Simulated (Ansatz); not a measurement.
# RbSb4F13 (I4/m): band gap by G0W0 on HSE06, part 2 of 2

Wanted: the gap of RbSb4F13 (I4/m) with a many-body correction, and the time that it takes.

Ansatz 0.2.0; HSE06, then G0W0 on it, plane waves, PAW. Known limits of the many-body steps: finite bands, screening cutoff and k mesh; no spin-orbit coupling in G0W0.

So far. Step 2 (The starting point: HSE06): Over mesh and listed points the gap is 6.042 eV, from k = (-0.750, 0.250, 0.250) to k = (-0.293, -0.293, 0.293). The least direct gap found is 6.157 eV, at k = (-0.750, 0.250, 0.250). On the 4×4×4 mesh alone the same run gives 6.061 eV, so that mesh misses an edge of HSE06: 6.061 − 6.042 = +0.019 eV.

In doubt: masses and optical values from hybrid runs of this build are listed as unsure (step 3), which bears on the screening that GW takes from such a start.

## Step 3: One-shot GW

G0W0 replaces the xc potential by a self-energy built once from the orbitals of the start. Levels are corrected in the window of bands that the input names, at points of the mesh.

This step: G0W0 on HSE06, plane waves, PAW; PAW set soft_1.

The input, input.yaml:

```yaml
crystal:
  lattice:
    - [-4.8175, 4.8175, 3.2815]
    - [4.8175, -4.8175, 3.2815]
    - [4.8175, 4.8175, -3.2815]
  atoms:
    - { symbol: Rb, position: [0.5, 0.5, 0.0] }
    - { symbol: Sb, position: [0.0063970689, 0.2770921314, 0.2834892002] }
    - { symbol: Sb, position: [0.2770921314, 0.9936029311, 0.2706950625] }
    - { symbol: Sb, position: [0.9936029311, 0.7229078686, 0.7165107998] }
    - { symbol: Sb, position: [0.7229078686, 0.0063970689, 0.7293049375] }
    - { symbol: F, position: [0.0, 0.0, 0.0] }
    - { symbol: F, position: [0.5614796371, 0.8766087358, 0.4380883729] }
    - { symbol: F, position: [0.8766087358, 0.4385203629, 0.3151290987] }
    - { symbol: F, position: [0.4385203629, 0.1233912642, 0.5619116271] }
    - { symbol: F, position: [0.1233912642, 0.5614796371, 0.6848709013] }
    - { symbol: F, position: [0.4300990428, 0.3344864191, 0.3207384218] }
    - { symbol: F, position: [0.3344864191, 0.0137479972, 0.9043873762] }
    - { symbol: F, position: [0.0137479972, 0.109360621, 0.6792615782] }
    - { symbol: F, position: [0.109360621, 0.4300990428, 0.0956126238] }
    - { symbol: F, position: [0.5699009572, 0.6655135809, 0.6792615782] }
    - { symbol: F, position: [0.6655135809, 0.9862520028, 0.0956126238] }
    - { symbol: F, position: [0.9862520028, 0.890639379, 0.3207384218] }
    - { symbol: F, position: [0.890639379, 0.5699009572, 0.9043873762] }
kpoints:
  mp_grid: { grid: [4, 4, 4] }
hamiltonian:
  xc: hse06
  pseudopotentials: { kind: paw, azcp: { folder: soft_1 } }
scf:
  occupations: { method: fixed }
gw:
  n_empty_bands: 1025
  ecut_chi: 130.0
  qp_bands: [v4, c4]
  qp_kpoints: band_edges
  screening: { model: contour_deformation }
```

Started as:

```bash
$ ansatz run input.yaml --threads 2 --pin off --max-ram 92160MiB --backend cuda --events-out ev --progress --plain --runs-dir out --devices 1 --max-vram 13GiB
```

Numbers of over 12 decimals in the logs are rounded to 6 here.

What it wrote:

```text
GPUs: using 1 of 1 available (devices: 1).
[...]
GPU FFT provider: cuFFT
GPU libraries: cuBLAS 13.8.2, cuFFT 12.4.0, cuSOLVER 12.3.4
Crystal: 18 atoms, lattice volume = 304.632 Å³
Basis set: ecut = 420 eV, 5959 PW (Γ)
Bands: 98, of which v1, the nominal top of the filled ones, is band 80 counted from 1 (79 counted from 0)
Symmetry: 8 space group operations
[...]
k-points: 14 of 64
[...]
GPU buffer pool allocated for 157464 grid points (all kernels)
[...]
SCF iter   1: F=—  HF=-39728.259867 eV  |F-HF|=—  |Δ(HF+E_count)|=         —  Δρ=9.56e-2  dr2=2.45e1  ethr=1.00e-1  ⟨swp⟩=7.8  Hψ=4488  notcnv=0
[...]
SCF iter   6: F=-39720.325036 eV  HF=-39720.324997 eV  |F-HF|=3.92e-5  |Δ(HF+E_count)|=   7.53e-3  Δρ=6.07e-4  dr2=6.36e-4  ethr=3.16e-5  ⟨swp⟩=3.1  Hψ=3215  notcnv=0
SCF 1 stopped early in 6 iterations: F = -39720.325036 eV  dr2 = 6.36e-4
[...]
GPU FFT provider: cuFFT
GPU libraries: cuBLAS 13.8.2, cuFFT 12.4.0, cuSOLVER 12.3.4
[...]
GPU buffer pool allocated for 157464 grid points (all kernels)
[...]
Frozen-core exchange: fock
SCF iter   1: F=—  HF=-39736.211947 eV  |F-HF|=—  |Δ(HF+E_count)|=         —  Δρ=9.97e-3  dr2=3.99e-1  ethr=3.97e-6  ⟨swp⟩=6.9  Hψ=6614  notcnv=0
[...]
SCF iter   7: F=-39736.139904 eV  HF=-39736.139907 eV  |F-HF|=3.02e-6  |Δ(HF+E_count)|=   2.70e-5  Δρ=4.69e-5  dr2=2.32e-5  ethr=5.80e-8  ⟨swp⟩=3.0  Hψ=3316  notcnv=0
SCF 2 stopped early in 7 iterations: F = -39736.139904 eV  dr2 = 2.32e-5
hybrid outer 1: dexx = +5.842e-2 eV, tail = 2.55e-4 eV
GPU FFT provider: cuFFT
GPU libraries: cuBLAS 13.8.2, cuFFT 12.4.0, cuSOLVER 12.3.4
GPU buffer pool allocated for 157464 grid points (all kernels)
[...]
Frozen-core exchange: fock
SCF iter   1: F=—  HF=-39736.140210 eV  |F-HF|=—  |Δ(HF+E_count)|=         —  Δρ=6.50e-5  dr2=8.31e-6  ethr=7.96e-7  ⟨swp⟩=3.2  Hψ=3073  notcnv=0
[...]
SCF iter   4: F=-39736.140214 eV  HF=-39736.140214 eV  |F-HF|=1.40e-9  |Δ(HF+E_count)|=   6.27e-8  Δρ=5.46e-6  dr2=3.67e-8  ethr=1.32e-11  ⟨swp⟩=3.3  Hψ=6838  notcnv=0
SCF 3 converged in 4 iterations: F = -39736.140214 eV  dr2 = 3.67e-8
[...]
NSCF: frozen V_eff on 14 k-points
Exchange-term sweep: 0 of 14 (spin, k) points
Exchange-term sweep: 1 of 14 (spin, k) points
Exchange-term sweep: 2 of 14 (spin, k) points
Exchange-term sweep: 3 of 14 (spin, k) points
Exchange-term sweep: 4 of 14 (spin, k) points
Exchange-term sweep: 5 of 14 (spin, k) points
Exchange-term sweep: 6 of 14 (spin, k) points
Exchange-term sweep: 7 of 14 (spin, k) points
Exchange-term sweep: 8 of 14 (spin, k) points
Exchange-term sweep: 9 of 14 (spin, k) points
Exchange-term sweep: 10 of 14 (spin, k) points
Exchange-term sweep: 11 of 14 (spin, k) points
Exchange-term sweep: 12 of 14 (spin, k) points
Exchange-term sweep: 13 of 14 (spin, k) points
Exchange-term sweep: 14 of 14 (spin, k) points
G₀W₀ screening: q 1/14
[... further progress lines ...]
[...]
Free energy (F): -39736.140214 eV
Frozen-core exchange: fock
[...]
Internal energy: -39736.140214 eV  (E = F + TS)
E sigma→0 (E₀):  -39736.140214 eV
Fermi energy:    1.906022 eV
[...]
--- Band table (eV; the first three rows and the last of 14) ---
  k-point 0: bands = [... 76 lower, 0.7106, 1.6026, 1.8266, 1.8266, 8.2879, 8.9622, 8.9622, 8.9757, ... 5 higher]
  k-point 1: bands = [... 76 lower, 0.7294, 1.6284, 1.7089, 1.8621, 8.3555, 8.6490, 8.8520, 9.1617, ... 5 higher]
  k-point 2: bands = [... 76 lower, 1.1469, 1.4593, 1.6674, 1.8870, 8.5305, 8.5948, 8.7465, 8.7834, ... 5 higher]
  k-point 13: bands = [... 76 lower, 1.4444, 1.7074, 1.7074, 1.7600, 8.2258, 8.2264, 8.2462, 9.2690, ... 5 higher]
  guard bands above this table: 9 of the run's 98 bands. The solve was not asked for them (output.publish_guard_bands: true or output.eigenvalues: true publishes all)
--- G₀W₀: contour deformation, 6 samples at zero and on the imaginary axis and 2 off it, 64 q-points, 1025 empty bands' worth ---
  eigenvalues of the whole cell's RPA ε∞ on this k-mesh (on a slab, of 1 + 4πα/V) = 2.1342, 2.2762, 2.2762; static W/v taken at q = 0 is 0.449890
  gw.qp_kpoints: band_edges: 14 of 14 stored k-points solved, in 1 pass; an edge of the gap read off the rows below is read off those points alone
    ik  band        ε_KS         Σx   Σc(E_QP)       V_xc       Z   E_QP_lin       E_QP  E_QP is
     0    77      0.7106   -31.7815     5.6351   -25.5997  0.7724     0.1599     0.1638  root
     0    78      1.6026   -23.9633     2.2606   -20.6902  0.8304     0.5826     0.5902  root
     0    79      1.8266   -24.3109     2.3206   -21.0400  0.8288     0.8699     0.8764  root
     0    80      1.8266   -24.3109     2.3206   -21.0400  0.8288     0.8699     0.8764  root
     0    81      8.2879   -11.3733    -2.7706   -15.2965  0.8547     9.4487     9.4405  root
     0    82      8.9622    -9.4309    -3.0981   -13.6433  0.8573    10.0850    10.0765  root
     0    83      8.9622    -9.4309    -3.0981   -13.6433  0.8573    10.0850    10.0765  root
     0    84      8.9757    -8.7994    -3.2667   -13.1570  0.8590    10.0750    10.0667  root
     1    77      0.7294   -25.7464     3.2478   -21.6000  0.8129    -0.1769    -0.1692  root
     1    78      1.6284   -24.0431     2.2997   -20.7492  0.8293     0.6269     0.6342  root
     1    79      1.7089   -24.5577     2.4448   -21.1753  0.8269     0.7646     0.7712  root
     1    80      1.8621   -24.5063     2.3401   -21.2177  0.8292     0.9071     0.9136  root
     1    81      8.3555   -10.9837    -2.8432   -14.9602  0.8559     9.4967     9.4888  root
     1    82      8.6490    -9.0168    -3.1260   -13.2165  0.8601     9.7303     9.7227  root
     1    83      8.8520   -10.0816    -2.9368   -14.1563  0.8550     9.9987     9.9899  root
     1    84      9.1617    -9.9121    -3.2073   -14.2372  0.8556    10.2881    10.2794  root
     2    77      1.1469   -23.9801     2.4353   -20.5357  0.8273     0.1297     0.1378  root
     2    78      1.4593   -25.6345     2.9327   -21.8339  0.8187     0.5852     0.5914  root
     2    79      1.6674   -24.2074     2.3428   -20.8914  0.8285     0.6872     0.6943  root
     2    80      1.8870   -24.6050     2.3378   -21.3139  0.8298     0.9272     0.9337  root
     2    81      8.5305    -9.0056    -3.1036   -13.1738  0.8606     9.6024     9.5951  root
     2    82      8.5948   -10.3904    -3.0457   -14.5642  0.8575     9.7310     9.7229  root
     2    83      8.7465   -10.3780    -2.9267   -14.3963  0.8554     9.8458     9.8381  root
     2    84      8.7834   -10.4002    -2.8576   -14.4070  0.8539     9.9416     9.9326  root
     3    77      0.7945   -27.9177     4.0791   -23.0658  0.7987     0.0153     0.0217  root
     3    78      1.6352   -24.2948     2.3625   -20.9530  0.8286     0.6488     0.6560  root
     3    79      1.8075   -24.3466     2.3333   -21.0644  0.8286     0.8520     0.8586  root
     3    80      1.8191   -24.5313     2.3735   -21.2142  0.8283     0.8691     0.8756  root
     3    81      8.2170   -10.3972    -2.8453   -14.3344  0.8583     9.3161     9.3088  root
     3    82      8.5233    -9.4514    -3.0124   -13.5350  0.8600     9.6018     9.5945  root
     3    83      8.8478    -9.4081    -3.0693   -13.5721  0.8587     9.9504     9.9424  root
     3    84      8.9580    -9.8898    -3.0778   -14.0898  0.8559    10.0889    10.0803  root
     4    77      1.1129   -24.7023     2.6931   -21.0477  0.8229     0.1437     0.1514  root
     4    78      1.5691   -24.8287     2.5994   -21.3028  0.8242     0.6360     0.6427  root
     4    79      1.6831   -24.4811     2.4141   -21.1151  0.8275     0.7244     0.7312  root
     4    80      1.8824   -24.6352     2.3554   -21.3335  0.8292     0.9296     0.9360  root
     4    81      8.2597    -9.0459    -2.9945   -13.0692  0.8629     9.2950     9.2885  root
     4    82      8.4172   -10.3584    -2.9152   -14.3716  0.8576     9.5227     9.5152  root
     4    83      8.7456    -9.9342    -2.9366   -13.9800  0.8567     9.8629     9.8547  root
     4    84      8.8285   -10.0671    -3.0677   -14.2469  0.8564     9.9488     9.9406  root
[...]
12    81      8.3277    -9.6739    -2.9160   -13.6709  0.8590     9.4161     9.4087  root
    12    82      8.3962   -10.2229    -3.0100   -14.3284  0.8593     9.4991     9.4917  root
    12    83      8.4601    -9.4101    -3.0033   -13.4273  0.8607     9.4803     9.4739  root
    12    84      9.0743    -9.8911    -3.0553   -14.0974  0.8545    10.2346    10.2253  root
    13    77      1.4444   -24.8398     2.5544   -21.3312  0.8259     0.4833     0.4903  root
    13    78      1.7074   -24.5985     2.4928   -21.1851  0.8253     0.7804     0.7869  root
    13    79      1.7074   -24.5985     2.4928   -21.1851  0.8253     0.7804     0.7869  root
    13    80      1.7600   -25.5873     2.6622   -22.0257  0.8254     0.8545     0.8606  root
    13    81      8.2258   -10.0011    -2.9941   -14.0612  0.8612     9.2985     9.2918  root
    13    82      8.2264    -9.8701    -2.8558   -13.8089  0.8587     9.3168     9.3094  root
    13    83      8.2462    -8.8850    -3.0306   -12.8828  0.8638     9.2191     9.2134  root
    13    84      9.2690    -9.8734    -3.1273   -14.1703  0.8537    10.4486    10.4387  root
```

The job ended after 9.3 min (1 × NVIDIA H100 80GB HBM3 (shared by 6 runs) with 2 threads of AMD EPYC 7R13 (Zen 3), shared host; peak memory 6.7 GiB).

Numbers from this step:

```
bands summed                                    : 1105
RPA ε∞ on this mesh (eigenvalues)               : 2.134, 2.276, 2.276
plane waves in the screening matrix             : 999
q-points in the mesh                            : 64
G0W0 gap over the corrected points              : 8.056 eV
k of the valence top                            : 0.25, 0.25, 0.25
k of the conduction bottom                      : 0.25, 0.25, -0.25
starting gap on the mesh                        : 6.061 eV
Z at the valence top                            : 0.8300
Z at the conduction bottom                      : 0.8613
least direct G0W0 gap over the corrected points : 8.094 eV
```

Over all 14 irreducible mesh points the G0W0 gap is 8.056 eV, from k = (0.250, 0.250, 0.250) to k = (0.250, 0.250, -0.250). The HSE06 gap of this run on the mesh is 6.061 eV. The two states that bound the G0W0 gap lie that far apart at the start, so the correction of the gap is 8.056 − 6.061 = +1.995 eV.

Labels follow the order of the start: v1 is the top filled band, c1 the lowest empty one; levels that stay degenerate share a row, the window can cut a multiplet, doubted levels are not marked in this list, bands outside the window were not corrected, and the list may be a part of the corrected levels. The levels before and after the correction (eV, zero at the valence-band top of each column):

```tsv
	conduction bottom	valence top
HSE06	6.06	0.00
G0W0	8.06	0.00
```

```tsv
	level	occupation	energy (eV)
HSE06	(0.25 0.25 0.25) v3-v2	2	-0.321
HSE06	(0.25 0.25 0.25) v1	2	0.000
HSE06	(0.25 0.25 0.25) c1	0	6.157
HSE06	(0.25 0.25 0.25) c2-c3	0	6.666
HSE06	(0.25 0.25 -0.25) v3	2	-0.189
HSE06	(0.25 0.25 -0.25) v2-v1	2	-0.113
HSE06	(0.25 0.25 -0.25) c1	0	6.061
HSE06	(0.25 0.25 -0.25) c2	0	6.651
HSE06	(0.25 0.25 -0.25) c3	0	6.816
G0W0	(0.25 0.25 0.25) v3-v2	2	-0.294
G0W0	(0.25 0.25 0.25) v1	2	0.000
G0W0	(0.25 0.25 0.25) c1	0	8.094
G0W0	(0.25 0.25 0.25) c2-c3	0	8.693
G0W0	(0.25 0.25 -0.25) v3	2	-0.183
G0W0	(0.25 0.25 -0.25) v2-v1	2	-0.099
G0W0	(0.25 0.25 -0.25) c1	0	8.056
G0W0	(0.25 0.25 -0.25) c2	0	8.657
G0W0	(0.25 0.25 -0.25) c3	0	8.894
```

The parts of the quasiparticle energy for the two states that bound the G0W0 gap, in eV on the run's own scale (QP = start + Σx + Σc − Vxc, with Σc at the quasiparticle energy):

```tsv
edge	k	band	start	Σx	Σc	Vxc	Z	QP
valence top	(0.250, 0.250, 0.250)	80	1.906	−24.594	2.318	−21.323	0.830	0.953
conduction bottom	(0.250, 0.250, -0.250)	81	7.967	−9.845	−2.813	−13.700	0.861	9.009
```

For a hybrid start, Vxc holds its share of exact exchange.

## Step 4: The runs together

Each gap is the least one over the points named; times are wall times on shared hosts, not benchmarks. A G0W0 time includes the run's own self-consistent start. Runs with listed points see these and the mesh alone, so an edge that moves elsewhere is missed. Symmetry makes (-0.750, 0.250, 0.250) and (0.250, 0.250, 0.250) one point.

```tsv
level	mesh	files, cutoff	bands summed, screening	points	gap (eV)	valence top	conduction bottom	least direct gap (eV)	time
HSE06	4×4×4	soft_1 PAW, 420 eV	-	mesh and listed points	6.042	(-0.750, 0.250, 0.250)	(-0.293, -0.293, 0.293)	6.157	2.4 min
G0W0@HSE06	4×4×4	soft_1 PAW, 420 eV	1105, 130 eV	all 14 irreducible mesh points	8.056	(0.250, 0.250, 0.250)	(0.250, 0.250, -0.250)	8.094	9.3 min
```

## Step 5: Summary of results

```json
{
 "HSE06 gap over mesh and listed points": "6.042 eV, from k = (-0.750, 0.250, 0.250) to k = (-0.293, -0.293, 0.293)",
 "G0W0@HSE06 gap over all 14 irreducible mesh points": "8.056 eV, from k = (0.250, 0.250, 0.250) to k = (0.250, 0.250, -0.250)",
 "GW settings": "4×4×4 mesh, 1025 empty bands, screening to 130 eV, PAW set soft_1 files",
 "known limits": "finite bands, screening cutoff and k mesh; no spin-orbit coupling in G0W0"
}
```

In words: Over all 14 irreducible mesh points the G0W0 gap is 8.056 eV, from k = (0.250, 0.250, 0.250) to k = (0.250, 0.250, -0.250). The HSE06 gap of this run on the mesh is 6.061 eV. The two states that bound the G0W0 gap lie that far apart at the start, so the correction of the gap is 8.056 − 6.061 = +1.995 eV. The valence state moves by 0.953 − 1.906 = −0.953 eV and the conduction state by 9.009 − 7.967 = +1.042 eV, on the run's own scale; how far single levels stand from their limit in bands is not shown. Over mesh and listed points, HSE06 puts the conduction bottom at k = (-0.293, -0.293, 0.293), where no G0W0 correction was computed. The G0W0 gap over the whole zone is therefore not known from this run; at its settings it can only be equal to or under the 8.056 eV found, and no correction is carried over from another point. For the start itself the gap is 6.042 eV over mesh and listed points and 6.061 eV on the mesh of the G0W0 run. No second run with other bands and screening cutoff is shown, so the distance to the basis limit is not known. On another start, G0W0@PBE runs of this series (4×4×4 mesh, soft_1 PAW; not shown as steps) give 7.470 eV with 248 bands and 39 eV, 7.298 eV with 556 bands and 78 eV and 7.321 eV with 1105 bands and 130 eV. G0W0 on other starts in this series, not shown as steps and not all at these settings: 7.321 eV on PBE (4×4×4, soft_1 PAW, 1105 bands, 130 eV). Two runs of this series at another level, not shown as steps, test spin-orbit coupling. PBE+SOC against PBE: 4.697 − 4.737 = −0.040 eV, with the same mesh, set of files (read in its fully relativistic form for the spin-orbit run) and cutoff, and both edges at the same k points. The spin-orbit run sees mesh and listed points alone, so its gap is an upper bound: the coupling can move an edge off these points, and the change over the zone, its sign included where it is small, is not known. What spin-orbit coupling does to the G0W0 levels was not computed, so no sum with the G0W0 gap is formed. The G0W0 runs are scalar-relativistic. No pair of G0W0 runs that differ in the mesh alone is shown (4×4×4 is a supercell whose nearest images lie 26 Å apart), so the error from the mesh is not known here. G0W0 is shown with one set of atomic data (soft_1 PAW), so the error from the files is not known here.

[Paths, hosts, dates, memory and timing lines, banners, echoed tables and standing remarks are left out of the program output.]

[Logs are printed without paths, hosts, clocks, repeated set-up lines and the standing remarks that a program may print on its own settings, such as how far it seeks lower states.]

[Runs of the session that timed out or met a known fault of the program may be left out.]

[Cells called generated may have been cut or substituted from an entry of the Crystallography Open Database or the Materials Project.]

[Hosts, paths, dates, database ids (printed as entryN), source tags and the programs' standing remarks are cut or masked in the printed files.]

[Where an RPA ε∞ is given, it is that of the G0W0 mesh and is not shown converged in it. Names of k-points follow the symmetry that the program found, which can be lower than the space group named. Band edges on a path are those of the sampled points; other points can move an edge, and change direct to indirect where valleys lie close.]

[Hybrid gaps are those of their k-mesh and are not shown converged in it.]
